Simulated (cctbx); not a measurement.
# Solving a structure by charge flipping

Cell a = 8.3250 Å, b = 8.3250 Å, c = 8.3250 Å, α = 90.00°, β = 90.00°, γ = 90.00°; space group Fm-3m (no. 225); content Pd4 Zn4 Na8 F24.

The data are simulated with cctbx, not measured: Mo Kα, λ = 0.71073 Å, to d = 0.8 Å, 80 % of the full sphere, strongest reflection 5000 counts, noise from counting, a 2 % proportional error and a noise floor of 4 counts (s.d.); no absorption.

Charge flipping in P1 on normalised amplitudes to 0.8 Å, δ = 1.1 σ, 20 % of the reflections treated as weak, 150 cycles:

```text
cycle      R  skewness
    0  0.487     0.39
   12  0.350     3.23
   24  0.322     3.07
   36  0.310     3.07
   48  0.316     3.09
   60  0.310     3.32
   72  0.290     3.14
   84  0.318     3.18
   96  0.297     3.12
  108  0.296     3.07
  120  0.304     3.16
  132  0.301     3.02
  144  0.300     3.09
origin shift          correlation  skewness
 0.159  0.401  0.345      0.872      0.41
 0.409  0.151  0.095      0.869      0.43
 0.042  0.129  0.444      0.905      9.36
 0.292  0.379  0.194      0.905      9.55
taken: symmetry correlation 0.905, skewness 9.55
peak      x       y       z  mult  height/sigma
Q1    0.0000  0.0000  0.0000    4     23.2
Q2    0.0000  0.0000  0.5000    4     18.9
Q3    0.2500  0.2500  0.2500    8      7.0
Q4    0.0000  0.0000  0.2545   24      4.4
Q5    0.0769  0.0769  0.4231   32      0.9
Q6    0.0000  0.0000  0.1369   24      0.8
Q7    0.0792  0.0792  0.0792   32      0.7
Q8    0.0946  0.0946  0.1889   96      0.4
Q9    0.1804  0.1804  0.3196   32      0.4
```

The origin is taken among those within 0.04 of the best correlation, by the skewness of the map.

Run time: 1.8 s on 1 thread of Arm Neoverse V2, with other jobs on the host, peak memory 0.08 GiB.

Q: Assign the peaks.

Heights go roughly as Z and multiplicities must add up to the content. First model: Q1 = Pd1 (4 in the cell, height 23.2), Q2 = Zn1 (4 in the cell, height 18.9), Q3 = Na1 (8 in the cell, height 7.0) and Q4 = F1 (24 in the cell, height 4.4). Against the true structure, Q1 is Pd, Q2 is Zn, Q3 is Na and Q4 is F; the other peaks are not atoms.

Least squares on F², isotropic:

```text
Rint 0.036, 52 unique reflections to 0.80 A
cycle     R1     wR2    GooF  max shift (A)
   1  0.1231  0.2544  17.750   0.02615
   2  0.0082  0.0160   1.116   0.00000
final R1 0.0082 wR2 0.0160 GooF 1.116  parameters 5  data/parameter 10.4
atom        x        y        z      Ueq    occ   su(xyz)  su(Uiso or U11)
Pd1    0.00000  0.00000  0.00000   0.0046  1.000  0.00000  0.0002
Zn1    0.00000  0.00000  0.50000   0.0044  1.000  0.00000  0.0002
Na1    0.25000  0.25000  0.25000   0.0069  1.000  0.00000  0.0003
F1     0.00000  0.00000  0.25764   0.0067  1.000  0.00020  0.0003
difference map: max 0.27 min -0.23 rms 0.06
Q1    0.0000  0.1192  0.1192   48    0.28  1.40 A from Pd1
Q2    0.0000  0.0619  0.2659   96    0.16  0.52 A from F1
Q3    0.0000  0.0000  0.1646   24    0.16  0.77 A from F1
Q4    0.1327  0.1327  0.2425   96    0.16  1.38 A from Na1
Q5    0.0604  0.0604  0.4396   32    0.12  0.87 A from Zn1
```

Anisotropic refinement:

```text
Rint 0.036, 52 unique reflections to 0.80 A
cycle     R1     wR2    GooF  max shift (A)
   1  0.0083  0.0160   1.129   0.00026
   2  0.0082  0.0156   1.098   0.00000
final R1 0.0082 wR2 0.0156 GooF 1.098  parameters 6  data/parameter 8.7
atom        x        y        z      Ueq    occ   su(xyz)  su(Uiso or U11)
Pd1    0.00000  0.00000  0.00000   0.0046  1.000  0.00000  0.0001
Zn1    0.00000  0.00000  0.50000   0.0045  1.000  0.00000  0.0002
Na1    0.25000  0.25000  0.25000   0.0069  1.000  0.00000  0.0003
F1     0.00000  0.00000  0.25767   0.0067  1.000  0.00020  0.0004
difference map: max 0.28 min -0.21 rms 0.06
Q1    0.0000  0.1141  0.1141   48    0.29  1.34 A from Pd1
Q2    0.0000  0.0000  0.1760   24    0.23  0.68 A from F1
Q3    0.1339  0.1339  0.2425   96    0.15  1.37 A from Na1
Q4    0.0599  0.0599  0.4401   32    0.12  0.86 A from Zn1
Q5    0.0000  0.0000  0.0000    4    0.12  0.00 A from Pd1
Q6    0.0000  0.0638  0.2699   96    0.11  0.54 A from F1
```

**Reading.** The refinement ends at R1 = 0.0082, wR2 = 0.0156, GooF = 1.10, with difference density between -0.21 and 0.28 e/Å³. Every site matches the true model in element, within 0.001 Å r.m.s., up to an allowed shift of origin.

True model:

| atom | mult. | x | y | z | Ueq (Å²) |
| --- | --- | --- | --- | --- | --- |
| Pd1 | 4 | 0 | 0 | 0 | 0.0046 |
| Zn1 | 4 | 1/2 | 0 | 0 | 0.0046 |
| Na1 | 8 | 1/4 | 3/4 | 3/4 | 0.0074 |
| F1 | 24 | 0 | 0 | 0.7422 | 0.0069 |

The model is made up (kin elements in a known structure type, no relaxation), so it says nothing on whether the phase exists.

[Middle refinement cycles are left out of these outputs.]

[Logs are printed without paths, hosts, clocks, repeated set-up lines and the standing remarks that a program may print on its own settings, such as how far it seeks lower states.]
